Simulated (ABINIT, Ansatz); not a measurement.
# KRb2ScF6 (Fm-3m): G0W0 with ABINIT, start to end, part 2 of 3

Aim: the G0W0 gap of KRb2ScF6 (Fm-3m) on LDA, step by step.

ABINIT 10.8.3; LDA and many-body steps on it, plane waves. Known limits of the many-body steps: not at the basis limit; no spin-orbit coupling; coarse k mesh.

So far. Step 2 (Ground state): The gap is direct, at Γ.

### Step 3. Bands along the symmetry lines

Level of this step: DFT, LDA, plane waves, norm-conserving pseudopotentials (ABINIT).

The cheap functional maps the bands first; the places of the edges decide which points the dearer methods must see.

Contents of run.abi:

```
acell 3*1.0 Angstrom
rprim 
  0.000000000000 4.509500000000 4.509500000000
  4.509500000000 0.000000000000 4.509500000000
  4.509500000000 4.509500000000 0.000000000000
ntypat 4
znucl 19 37 21 9
natom 10
typat 1 2 2 3 4 4 4 4 4 4
xred 
  0.500000000000 0.500000000000 0.500000000000
  0.250000000000 0.250000000000 0.250000000000
  0.750000000000 0.750000000000 0.750000000000
  0.000000000000 -0.000000000000 0.000000000000
  0.780000000000 0.220000000000 0.220000000000
  0.220000000000 0.780000000000 0.220000000000
  0.220000000000 0.780000000000 0.780000000000
  0.780000000000 0.220000000000 0.780000000000
  0.220000000000 0.220000000000 0.780000000000
  0.780000000000 0.780000000000 0.220000000000
pp_dirpath "pseudos"
pseudos "K.upf, Rb.upf, Sc.upf, F.upf"
ecut 36
iscf -2
irdden 1
kptopt 0
nkpt 26
kpt 
  0.00000000 0.00000000 0.00000000
  0.12500000 0.00000000 0.12500000
  0.25000000 0.00000000 0.25000000
  0.37500000 0.00000000 0.37500000
  0.50000000 0.00000000 0.50000000
  0.53125000 0.06250000 0.53125000
  0.56250000 0.12500000 0.56250000
  0.59375000 0.18750000 0.59375000
  0.62500000 0.25000000 0.62500000
  0.37500000 0.37500000 0.75000000
  0.28125000 0.28125000 0.56250000
  0.18750000 0.18750000 0.37500000
  0.09375000 0.09375000 0.18750000
  0.00000000 0.00000000 0.00000000
  0.12500000 0.12500000 0.12500000
  0.25000000 0.25000000 0.25000000
  0.37500000 0.37500000 0.37500000
  0.50000000 0.50000000 0.50000000
  0.50000000 0.43750000 0.56250000
  0.50000000 0.37500000 0.62500000
  0.50000000 0.31250000 0.68750000
  0.50000000 0.25000000 0.75000000
  0.50000000 0.18750000 0.68750000
  0.50000000 0.12500000 0.62500000
  0.50000000 0.06250000 0.56250000
  0.50000000 0.00000000 0.50000000
istwfk *1
nband 47
nbdbuf 2
tolwfr 1e-08
nstep 40
prtwf 0
prtvol 0
indata_prefix "in"
outdata_prefix "out"
tmpdata_prefix "tmp"
```

Started as:

```console
> OMP_NUM_THREADS=1 mpirun -n 8 abinit run.abi > log
```

Numbers of over 12 decimals in the logs are rounded to 6 here.

Output:

```text
.Version 10.8.3 of ABINIT. v10.8.2 released Aug 2026.

 Symmetries : space group Fm -3 m (#225); Bravais cF (face-center cubic)
[... echo of the input left out ...]
== DATASET  1 ==================================================================
-   mpi_nproc: 8, omp_nthreads: 1 (-1 if OMP is not activated)

--- !DatasetInfo
iteration_state: {dtset: 1, }
dimensions: {natom: 10, nkpt: 26, mband: 47, nsppol: 1, nspinor: 1, nspden: 1, mpw: 12785, }
cutoff_energies: {ecut:  36.0, pawecutdg:  -1.0, }
electrons: {nelect:   8.00000000E+01, charge:   0.00000000E+00, occopt:   1.00000000E+00, tsmear:   1.00000000E-02, }

 Real(R)+Recip(G) space primitive vectors, cartesian coordinates (Bohr,Bohr^-1):
 R(1)=  0.0000000  8.5217200  8.5217200  G(1)= -0.0586736  0.0586736  0.0586736
 R(2)=  8.5217200  0.0000000  8.5217200  G(2)=  0.0586736 -0.0586736  0.0586736
 R(3)=  8.5217200  8.5217200  0.0000000  G(3)=  0.0586736  0.0586736 -0.0586736
 Unit cell volume ucvol=  1.2376897E+03 bohr^3
 Angles (23,13,12)=  6.00000000E+01  6.00000000E+01  6.00000000E+01 degrees

 getcut: wavevector=  0.0000  0.0000  0.0000  ngfft=  72  72  72
         ecut(hartree)=     36.000   => boxcut(ratio)=   2.21194

 getcut : COMMENT -
  Note that boxcut > 2.2 ; recall that boxcut=Gcut(box)/Gcut(sphere) = 2
  is sufficient for exact treatment of convolution.
  Such a large boxcut is a waste : you could raise ecut
  e.g. ecut=   44.034213 Hartrees makes boxcut=2

--- Pseudopotential description ------------------------------------------------
- K Generated using ONCVPSP code by D. R. Hamann
- 19.00000   9.00000  180309                  znucl, zion, pspdat
12 -1012 2 -1 2170                            pspcod,pspxc,lmax,lloc,mmax
     nproj     2     2     2
  pspatm : epsatm=    8.21740868
         --- l  ekb(1:nproj) -->
             0   10.940065    0.829722
             1    4.437415    0.568178
             2   -3.386874   -1.066382
 pspatm: atomic psp has been read  and splines computed

- Rb Generated using ONCVPSP code by D. R. Hamann
- 37.00000   9.00000  180309                  znucl, zion, pspdat
12 -1012 2 -1 2226                            pspcod,pspxc,lmax,lloc,mmax
     nproj     2     2     2
  pspatm : epsatm=   34.43095479
         --- l  ekb(1:nproj) -->
[...]
pspatm: atomic psp has been read  and splines computed

- Sc Generated using ONCVPSP code by D. R. Hamann
- 21.00000  11.00000  180309                  znucl, zion, pspdat
12 -1012 2 -1 1622                            pspcod,pspxc,lmax,lloc,mmax
     nproj     2     2     2
  pspatm : epsatm=   13.66101860
         --- l  ekb(1:nproj) -->
[...]
pspatm: atomic psp has been read  and splines computed

- F Generated using ONCVPSP code by D. R. Hamann
-  9.00000   7.00000  201202                  znucl, zion, pspdat
12 -1012 2 -1 824                             pspcod,pspxc,lmax,lloc,mmax
[...]
iteration_state: {dtset: 1, }
comment   : Summary of ground state results
lattice_vectors:
- [  0.0000000,   8.5217200,   8.5217200, ]
- [  8.5217200,   0.0000000,   8.5217200, ]
- [  8.5217200,   8.5217200,   0.0000000, ]
lattice_lengths: [  12.05153,   12.05153,   12.05153, ]
lattice_angles: [ 60.000,  60.000,  60.000, ] # degrees, (23, 13, 12)
lattice_volume:   1.2376897E+03
convergence: {deltae:  0.000E+00, res2:  0.000E+00, residm:  9.985E-09, diffor:  0.000E+00, }
etotal    :  -2.80668688E+02
entropy   :   0.00000000E+00
fermie    :  -5.38820450E-02
cartesian_stress_tensor: null
pressure_GPa: null
xred      :
- [  5.0000E-01,   5.0000E-01,   5.0000E-01,  K]
- [  2.5000E-01,   2.5000E-01,   2.5000E-01, Rb]
- [  7.5000E-01,   7.5000E-01,   7.5000E-01, Rb]
- [  0.0000E+00,   0.0000E+00,   0.0000E+00, Sc]
- [  7.8000E-01,   2.2000E-01,   2.2000E-01,  F]
- [  2.2000E-01,   7.8000E-01,   2.2000E-01,  F]
- [  2.2000E-01,   7.8000E-01,   7.8000E-01,  F]
- [  7.8000E-01,   2.2000E-01,   7.8000E-01,  F]
- [  2.2000E-01,   2.2000E-01,   7.8000E-01,  F]
- [  7.8000E-01,   7.8000E-01,   2.2000E-01,  F]
cartesian_forces: null
force_length_stats: {min: null, max: null, mean: null, }

 Integrated electronic density in atomic spheres:
 ------------------------------------------------
 Atom  Sphere_radius  Integrated_density
[...]
================================================================================

 ----iterations are completed or convergence reached----

 Mean square residual over all n,k,spin=   67.358E-10; max=  99.855E-10
 reduced coordinates (array xred) for   10 atoms
[...]
0.220000000000      0.220000000000      0.780000000000
       0.780000000000      0.780000000000      0.220000000000

 cartesian coordinates (angstrom) at end:
    1      4.509500     4.509500     4.509500
    2      2.254750     2.254750     2.254750
    3      6.764250     6.764250     6.764250
[...]
9      4.509500     4.509500     1.984180
   10      4.509500     4.509500     7.034820
 length scales=  1.889726125908  1.889726125908  1.889726125908 bohr
              =  1.000000000000  1.000000000000  1.000000000000 angstroms
 prteigrs : about to open file out_EIG
 Eigenvalues (hartree) for nkpt=  26  k points:
 kpt#   1, nband= 47, wtk=  1.00000, kpt=  0.0000  0.0000  0.0000 (reduced coord)
[...]
kpt#   2, nband= 47, wtk=  1.00000, kpt=  0.1250  0.0000  0.1250 (reduced coord)
[...]
kpt#   3, nband= 47, wtk=  1.00000, kpt=  0.2500  0.0000  0.2500 (reduced coord)
[...]
kpt#  25, nband= 47, wtk=  1.00000, kpt=  0.5000  0.0625  0.5625 (reduced coord)
[...]
0.22377    0.22890    0.22909    0.24833    0.26791    0.28146    0.29983
 kpt#  26, nband= 47, wtk=  1.00000, kpt=  0.5000  0.0000  0.5000 (reduced coord)
[...]
-0.11818   -0.11751   -0.10589   -0.10589   -0.09260   -0.09055   -0.09055   -0.07604
  -0.07293   -0.07293   -0.06872   -0.06350   -0.06350   -0.06311   -0.06311   -0.05425
   0.22352    0.22909    0.22909    0.24689    0.26729    0.28256    0.29947

== END DATASET(S) ==============================================================
================================================================================

 -outvars: echo values of variables after computation  --------
            nband          47
             nkpt          26
          spgroup         225
 [... the other variables as echoed above ...]

 Calculation completed.
```

Wall time 2 min (8 MPI ranks of Intel Xeon 6975P-C (Granite Rapids), shared host); peak memory 1.1 GiB; 16 min of CPU time.

Numbers from this step:

* gap: 6.248 eV
* k of the valence top: 0, 0, 0
* k of the conduction bottom: 0, 0, 0
* least direct gap: 6.248 eV

The gap is 6.248 eV, as in the run before at this level.

Electronic bands along the path, in eV, zero at the top of the highest filled band:

| point | band 37 | band 38 | band 39 | band 40 | band 41 | band 42 | band 43 | band 44 |
| --- | --- | --- | --- | --- | --- | --- | --- | --- |
| Γ | -0.21 | 0.00 | 0.00 | 0.00 | 6.25 | 7.51 | 7.51 | 7.51 |
| halfway | -0.24 | -0.11 | -0.11 | -0.01 | 7.03 | 7.53 | 7.62 | 7.62 |
| X | -0.26 | -0.25 | -0.25 | -0.01 | 7.55 | 7.70 | 7.70 | 8.18 |
| halfway | -0.28 | -0.24 | -0.24 | -0.02 | 7.56 | 7.69 | 7.70 | 8.26 |
| U | -0.33 | -0.21 | -0.19 | -0.05 | 7.59 | 7.68 | 7.68 | 8.48 |
| jump to K | -0.33 | -0.21 | -0.19 | -0.05 | 7.59 | 7.68 | 7.68 | 8.48 |
| halfway | -0.26 | -0.09 | -0.07 | -0.05 | 7.13 | 7.58 | 7.59 | 7.61 |
| Γ | -0.21 | 0.00 | 0.00 | 0.00 | 6.25 | 7.51 | 7.51 | 7.51 |
| halfway | -0.30 | -0.06 | -0.06 | -0.04 | 6.86 | 7.57 | 7.57 | 7.58 |
| L | -0.38 | -0.11 | -0.11 | -0.09 | 7.63 | 7.63 | 7.63 | 8.19 |
| halfway | -0.37 | -0.17 | -0.11 | -0.10 | 7.63 | 7.63 | 7.67 | 8.37 |
| W | -0.33 | -0.25 | -0.10 | -0.10 | 7.63 | 7.63 | 7.70 | 8.70 |
| halfway | -0.28 | -0.25 | -0.20 | -0.03 | 7.57 | 7.68 | 7.70 | 8.34 |
| X | -0.26 | -0.25 | -0.25 | -0.01 | 7.55 | 7.70 | 7.70 | 8.18 |

### Step 4. Empty states on the mesh, 2×2×2 mesh, 456 bands

The sums over transitions need many empty states on a uniform mesh; this step solves for them.

Contents of run.abi:

```
acell 3*1.0 Angstrom
rprim 
  0.000000000000 4.509500000000 4.509500000000
  4.509500000000 0.000000000000 4.509500000000
  4.509500000000 4.509500000000 0.000000000000
ntypat 4
znucl 19 37 21 9
natom 10
typat 1 2 2 3 4 4 4 4 4 4
xred 
  0.500000000000 0.500000000000 0.500000000000
  0.250000000000 0.250000000000 0.250000000000
  0.750000000000 0.750000000000 0.750000000000
  0.000000000000 -0.000000000000 0.000000000000
  0.780000000000 0.220000000000 0.220000000000
  0.220000000000 0.780000000000 0.220000000000
  0.220000000000 0.780000000000 0.780000000000
  0.780000000000 0.220000000000 0.780000000000
  0.220000000000 0.220000000000 0.780000000000
  0.780000000000 0.780000000000 0.220000000000
pp_dirpath "pseudos"
pseudos "K.upf, Rb.upf, Sc.upf, F.upf"
ecut 36
ngkpt 2 2 2
nshiftk 1
shiftk 0 0 0
kptopt 1
chksymbreak 0
iscf -2
irdden 1
istwfk *1
nband 456
nbdbuf 40
tolwfr 1e-09
nstep 60
prtvol 0
indata_prefix "in"
outdata_prefix "out"
tmpdata_prefix "tmp"
```

Started as:

```console
> OMP_NUM_THREADS=2 mpirun -n 3 abinit run.abi > log
```

Output:

```text
.Version 10.8.3 of ABINIT. v10.8.2 released Aug 2026.

 Symmetries : space group Fm -3 m (#225); Bravais cF (face-center cubic)
[... echo of the input left out ...]
== DATASET  1 ==================================================================
-   mpi_nproc: 3, omp_nthreads: 2 (-1 if OMP is not activated)

--- !DatasetInfo
iteration_state: {dtset: 1, }
dimensions: {natom: 10, nkpt: 3, mband: 456, nsppol: 1, nspinor: 1, nspden: 1, mpw: 12776, }
cutoff_energies: {ecut:  36.0, pawecutdg:  -1.0, }
electrons: {nelect:   8.00000000E+01, charge:   0.00000000E+00, occopt:   1.00000000E+00, tsmear:   1.00000000E-02, }

 Real(R)+Recip(G) space primitive vectors, cartesian coordinates (Bohr,Bohr^-1):
 R(1)=  0.0000000  8.5217200  8.5217200  G(1)= -0.0586736  0.0586736  0.0586736
 R(2)=  8.5217200  0.0000000  8.5217200  G(2)=  0.0586736 -0.0586736  0.0586736
 R(3)=  8.5217200  8.5217200  0.0000000  G(3)=  0.0586736  0.0586736 -0.0586736
 Unit cell volume ucvol=  1.2376897E+03 bohr^3
 Angles (23,13,12)=  6.00000000E+01  6.00000000E+01  6.00000000E+01 degrees

 getcut: wavevector=  0.0000  0.0000  0.0000  ngfft=  72  72  72
         ecut(hartree)=     36.000   => boxcut(ratio)=   2.21194

 getcut : COMMENT -
  Note that boxcut > 2.2 ; recall that boxcut=Gcut(box)/Gcut(sphere) = 2
  is sufficient for exact treatment of convolution.
  Such a large boxcut is a waste : you could raise ecut
  e.g. ecut=   44.034213 Hartrees makes boxcut=2

--- Pseudopotential description ------------------------------------------------
- K Generated using ONCVPSP code by D. R. Hamann
- 19.00000   9.00000  180309                  znucl, zion, pspdat
12 -1012 2 -1 2170                            pspcod,pspxc,lmax,lloc,mmax
     nproj     2     2     2
  pspatm : epsatm=    8.21740868
         --- l  ekb(1:nproj) -->
             0   10.940065    0.829722
             1    4.437415    0.568178
             2   -3.386874   -1.066382
 pspatm: atomic psp has been read  and splines computed

- Rb Generated using ONCVPSP code by D. R. Hamann
- 37.00000   9.00000  180309                  znucl, zion, pspdat
12 -1012 2 -1 2226                            pspcod,pspxc,lmax,lloc,mmax
     nproj     2     2     2
  pspatm : epsatm=   34.43095479
         --- l  ekb(1:nproj) -->
[...]
pspatm: atomic psp has been read  and splines computed

- Sc Generated using ONCVPSP code by D. R. Hamann
- 21.00000  11.00000  180309                  znucl, zion, pspdat
12 -1012 2 -1 1622                            pspcod,pspxc,lmax,lloc,mmax
     nproj     2     2     2
  pspatm : epsatm=   13.66101860
         --- l  ekb(1:nproj) -->
[...]
pspatm: atomic psp has been read  and splines computed

- F Generated using ONCVPSP code by D. R. Hamann
-  9.00000   7.00000  201202                  znucl, zion, pspdat
12 -1012 2 -1 824                             pspcod,pspxc,lmax,lloc,mmax
[...]
-1.6929E+00 -9.6486E-01 -9.3350E-01 -9.3350E-01 -9.3350E-01 -8.9313E-01
 -8.9211E-01 -7.5060E-01 -7.4485E-01 -7.4485E-01 -7.2661E-01 -7.2661E-01
 -7.2661E-01 -3.6876E-01 -3.6876E-01 -3.6876E-01 -3.1337E-01 -3.1337E-01
[...]
3.4807E+00  3.4811E+00  3.4865E+00  3.4867E+00  3.4877E+00  3.4974E+00
  3.4976E+00  3.5022E+00  3.5166E+00  3.5173E+00  3.5463E+00  3.5578E+00
 prteigrs : prtvol=0 or 1, do not print more k-points.

--- !ResultsGS
iteration_state: {dtset: 1, }
comment   : Summary of ground state results
lattice_vectors:
- [  0.0000000,   8.5217200,   8.5217200, ]
- [  8.5217200,   0.0000000,   8.5217200, ]
- [  8.5217200,   8.5217200,   0.0000000, ]
lattice_lengths: [  12.05153,   12.05153,   12.05153, ]
lattice_angles: [ 60.000,  60.000,  60.000, ] # degrees, (23, 13, 12)
lattice_volume:   1.2376897E+03
convergence: {deltae:  0.000E+00, res2:  0.000E+00, residm:  9.955E-10, diffor:  0.000E+00, }
etotal    :  -2.80668688E+02
entropy   :   0.00000000E+00
fermie    :  -5.38820450E-02
cartesian_stress_tensor: null
pressure_GPa: null
xred      :
- [  5.0000E-01,   5.0000E-01,   5.0000E-01,  K]
- [  2.5000E-01,   2.5000E-01,   2.5000E-01, Rb]
- [  7.5000E-01,   7.5000E-01,   7.5000E-01, Rb]
- [  0.0000E+00,   0.0000E+00,   0.0000E+00, Sc]
- [  7.8000E-01,   2.2000E-01,   2.2000E-01,  F]
- [  2.2000E-01,   7.8000E-01,   2.2000E-01,  F]
- [  2.2000E-01,   7.8000E-01,   7.8000E-01,  F]
- [  7.8000E-01,   2.2000E-01,   7.8000E-01,  F]
- [  2.2000E-01,   2.2000E-01,   7.8000E-01,  F]
- [  7.8000E-01,   7.8000E-01,   2.2000E-01,  F]
cartesian_forces: null
force_length_stats: {min: null, max: null, mean: null, }

 Integrated electronic density in atomic spheres:
 ------------------------------------------------
 Atom  Sphere_radius  Integrated_density
[...]
================================================================================

 ----iterations are completed or convergence reached----

 Mean square residual over all n,k,spin=   50.865E-11; max=  99.554E-11
 reduced coordinates (array xred) for   10 atoms
[...]
0.220000000000      0.220000000000      0.780000000000
       0.780000000000      0.780000000000      0.220000000000

 cartesian coordinates (angstrom) at end:
    1      4.509500     4.509500     4.509500
    2      2.254750     2.254750     2.254750
    3      6.764250     6.764250     6.764250
[...]
9      4.509500     4.509500     1.984180
   10      4.509500     4.509500     7.034820
 length scales=  1.889726125908  1.889726125908  1.889726125908 bohr
              =  1.000000000000  1.000000000000  1.000000000000 angstroms
 prteigrs : about to open file out_EIG
 Eigenvalues (hartree) for nkpt=   3  k points:
 kpt#   1, nband=456, wtk=  0.12500, kpt=  0.0000  0.0000  0.0000 (reduced coord)
[...]
3.47168    3.47171    3.47199    3.48068    3.48072    3.48109    3.48653    3.48671
   3.48772    3.49744    3.49763    3.50222    3.51664    3.51732    3.54634    3.55784
 prteigrs : prtvol=0 or 1, do not print more k-points.

== END DATASET(S) ==============================================================
================================================================================

 -outvars: echo values of variables after computation  --------
            nband         456
             nkpt           3
          spgroup         225
 [... the other variables as echoed above ...]

 Calculation completed.
```

Elapsed: 5.6 min, on 3 MPI ranks; peak memory 0.7 GiB; 26 min of CPU time.

Numbers from this step:

```yaml
gap: 6.248 eV
k_of_the_valence_top: 0, 0, 0
k_of_the_conduction_bottom: 0, 0, 0
least_direct_gap: 6.248 eV
k_points_computed: 3
lowest_point_of_the_top_converged_band_above_the_valence_top: 89.9687 eV
```

On this mesh the gap is 6.248 eV.

### Step 5. Screening, 2×2×2 mesh, 416 bands, screening to 217.7 eV

The RPA dielectric matrix is built and inverted for each q.

This step: RPA screening on LDA, plane waves, norm-conserving pseudopotentials.

Changes to run.abi since step 4:

```diff
@@ -28,10 +28,11 @@
 chksymbreak 0
-iscf -2
-irdden 1
 istwfk *1
-nband 456
-nbdbuf 40
-tolwfr 1e-09
-nstep 60
-prtvol 0
+occopt 1
+irdwfk 1
+optdriver 3
+nband 416
+ecuteps 8
+inclvkb 2
+awtr 1
+symchi 1
 indata_prefix "in"
```

Started as:

```console
> OMP_NUM_THREADS=1 mpirun -n 8 abinit run.abi > log
```

Output:

```text
.Version 10.8.3 of ABINIT. v10.8.2 released Aug 2026.

 Symmetries : space group Fm -3 m (#225); Bravais cF (face-center cubic)
[... echo of the input left out ...]
== DATASET  1 ==================================================================
-   mpi_nproc: 8, omp_nthreads: 1 (-1 if OMP is not activated)

--- !DatasetInfo
iteration_state: {dtset: 1, }
dimensions: {natom: 10, nkpt: 3, mband: 416, nsppol: 1, nspinor: 1, nspden: 1, mpw: 12776, }
cutoff_energies: {ecut:  36.0, pawecutdg:  -1.0, }
electrons: {nelect:   8.00000000E+01, charge:   0.00000000E+00, occopt:   1.00000000E+00, tsmear:   1.00000000E-02, }

 SCREENING: Calculation of the susceptibility and dielectric matrices

 Based on a program developped by R.W. Godby, V. Olevano, G. Onida, and L. Reining.
 Incorporated in ABINIT by V. Olevano, G.-M. Rignanese, and M. Torrent.
.Using double precision arithmetic ; gwpc =  8

[... cell and pseudopotentials left out ...]
--------------------------------------------------------------------------------

 ==== K-mesh for the wavefunctions ====
 Number of points in the irreducible wedge :     3
[... list of points left out ...]
 Together with 48 symmetry operations and time-reversal symmetry
 yields     8 points in the full Brillouin Zone.

 ==== Q-mesh for the screening function ====
 Number of points in the irreducible wedge :     3
[... list of points left out ...]
 Together with 48 symmetry operations and time-reversal symmetry
 yields     8 points in the full Brillouin Zone.

 setmesh: FFT mesh size selected  =    48x   48x   48
          total number of points  =       110592

 vcoul_init : cutoff-mode = AUXILIARY_FUNCTION
 q-points for optical limit:   1
     1)      0.000010    0.000020    0.000030

- screening: taking advantage of time-reversal symmetry
- Maximum band index for partially occupied states nbvw = 40
- Remaining bands to be divided among processors   nbcw = 376
- Number of bands treated by each node ~47

 Number of electrons calculated from density =   80.0000; Expected =   80.0000
 average of density, n =  0.064637
 r_s =    1.5458
 omega_plasma =   24.5242 [eV]

 calculating chi0 at frequencies [eV] :
  1    0.000000E+00    0.000000E+00
  2    0.000000E+00    2.452419E+01

--------------------------------------------------------------------------------
  q-point number  1        q = ( 0.000000, 0.000000, 0.000000) [r.l.u.]
--------------------------------------------------------------------------------
[... chi0 elements left out ...]
 For q-point:  0.000010 0.000020 0.000030
  dielectric constant =   2.0798
  dielectric constant without local fields =   2.3242

  Average fulfillment of the sum rule on Im[epsilon] for q-point    1 :     69.17  [%]
[... wings left out ...]
  q-point number  2        q = ( 0.500000, 0.000000, 0.000000) [r.l.u.]
--------------------------------------------------------------------------------
[... chi0 elements left out ...]
  Average fulfillment of the sum rule on Im[epsilon] for q-point    2 :     72.23  [%]

 [... 1 further q-points ...]
```

Run time: 3.1 min. Hardware: 8 MPI ranks; peak memory 6.3 GiB.

Numbers from this step:

| Item | Value |
| --- | --- |
| ε∞ with local fields, on this mesh, along the program's q direction | 2.080 |
| the same without local fields | 2.324 |
| plasma frequency | 24.52 eV |
| plane waves in the screening matrix | 1363 |

Local fields lower ε∞ by 11 %. On a Γ-centred mesh this coarse the value itself is usually too large, while a short band sum pulls it down.

(Continued in part 3 of 3.)

[Paths, hosts, dates, memory and timing lines, banners, echoed tables and standing remarks are left out of the program output.]

[Logs are printed without paths, hosts, clocks, repeated set-up lines and the standing remarks that a program may print on its own settings, such as how far it seeks lower states.]

[Runs of the session that timed out or met a known fault of the program may be left out.]

[Hosts, paths, dates, database ids (printed as entryN), source tags and the programs' standing remarks are cut or masked in the printed files.]

[G0W0 gaps are taken among the corrected bands and points alone; a level outside them can change the order at an edge.]

[Where Ansatz stands beside ABINIT at settings called matched, ABINIT's density can come from a denser mesh and the files from another edition; pairs whose starting gaps differed by over 0.03 eV were left out, so agreement reads better than it is.]
